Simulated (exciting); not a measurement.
Consider MoS2, space group P6_3/mmc.

```cif
data_structure
_symmetry_space_group_name_H-M 'P 1'
_symmetry_Int_Tables_number 1
_cell_length_a 3.1690
_cell_length_b 3.1690
_cell_length_c 12.3240
_cell_angle_alpha 90.000
_cell_angle_beta 90.000
_cell_angle_gamma 120.000
_cell_volume 107.18
loop_
_atom_site_label
_atom_site_type_symbol
_atom_site_fract_x
_atom_site_fract_y
_atom_site_fract_z
_atom_site_occupancy
Mo1 Mo 0.66667 0.33333 0.75000 1
Mo2 Mo 0.33333 0.66667 0.25000 1
S3 S 0.66667 0.33333 0.37700 1
S4 S 0.33333 0.66667 0.87700 1
S5 S 0.66667 0.33333 0.12300 1
S6 S 0.33333 0.66667 0.62300 1
```

Absorber: atom 1, with 6 S at 2.41 Å (trigonal prismatic, site symmetry -6m2). Method: exciting, all-electron LAPW+lo, PBE, exchange and screened direct term (singlet BSE), 5×5×1 shifted k points, 47 conduction bands, |G+q| up to 3 bohr⁻¹ (2 in the exchange term), full RPA screening with nempty = 78, Lorentzian half width 0.89 eV.

The database entry behind the starting cell differs from later determinations by our own check (about 0.3 % long), so it need not match the best structure at ambient conditions.

Q: Predict the Mo L₃ near-edge structure at this level.

Bound core exciton? Yes on this mesh: the first bright state (over 5 % of the brightest) lies at -0.60 eV from the Kohn–Sham onset and at -0.86 eV from the lowest bare transition of its own mesh. Maxima (height): -0.3 eV (1.00) and 7.6 eV (0.15).

Energy from the Kohn–Sham onset, core level to the lowest empty state found on the meshes used; Im ε in relative units:

```
E (eV)  Im ε
  -6.5  0.03
  -6.0  0.03
  -5.5  0.04
  -5.0  0.04
  -4.5  0.05
  -4.0  0.07
  -3.5  0.09
  -3.0  0.12
  -2.5  0.17
  -2.0  0.26
  -1.5  0.42
  -1.0  0.70
  -0.5  0.97
   0.0  0.95
   0.5  0.75
   1.0  0.53
   1.5  0.38
   2.0  0.27
   2.5  0.20
   3.0  0.15
   3.5  0.11
   4.0  0.10
   4.5  0.10
   5.0  0.10
   5.5  0.11
   6.0  0.12
   6.5  0.13
   7.0  0.15
   7.5  0.15
   8.0  0.15
   8.5  0.14
   9.0  0.13
   9.5  0.12
  10.0  0.13
  10.5  0.13
  11.0  0.12
  11.5  0.11
  12.0  0.11
  12.5  0.11
  13.0  0.10
  13.5  0.10
  14.0  0.09
  14.5  0.08
  15.0  0.08
  15.5  0.07
  16.0  0.07
  16.5  0.06
  17.0  0.06
  17.5  0.06
  18.0  0.06
  18.5  0.07
  19.0  0.07
  19.5  0.07
  20.0  0.08
```

Binding energies aren't converged on 25 k points, and fine structure above the first lines is partly noise of the mesh. Exchange and the short-range direct term aren't converged in the kernel cutoff. The zero comes from the unshifted 6×6×1 ground-state mesh; it is exact only where the band minimum lies on that mesh. The conduction states carry no spin here, so the exchange coupling to the spinor core hole is only partly held. This core level is treated alone, with no coupling to its spin–orbit partner. The structure is a published determination, not relaxed.

[Banner, clock and machine lines of the logs are left out without a mark of their own.]

[Logs are printed without paths, hosts, clocks, repeated set-up lines and the standing remarks that a program may print on its own settings, such as how far it seeks lower states.]

[Hosts, paths, dates, database ids (printed as entryN), source tags and the programs' standing remarks are cut or masked in the printed files.]
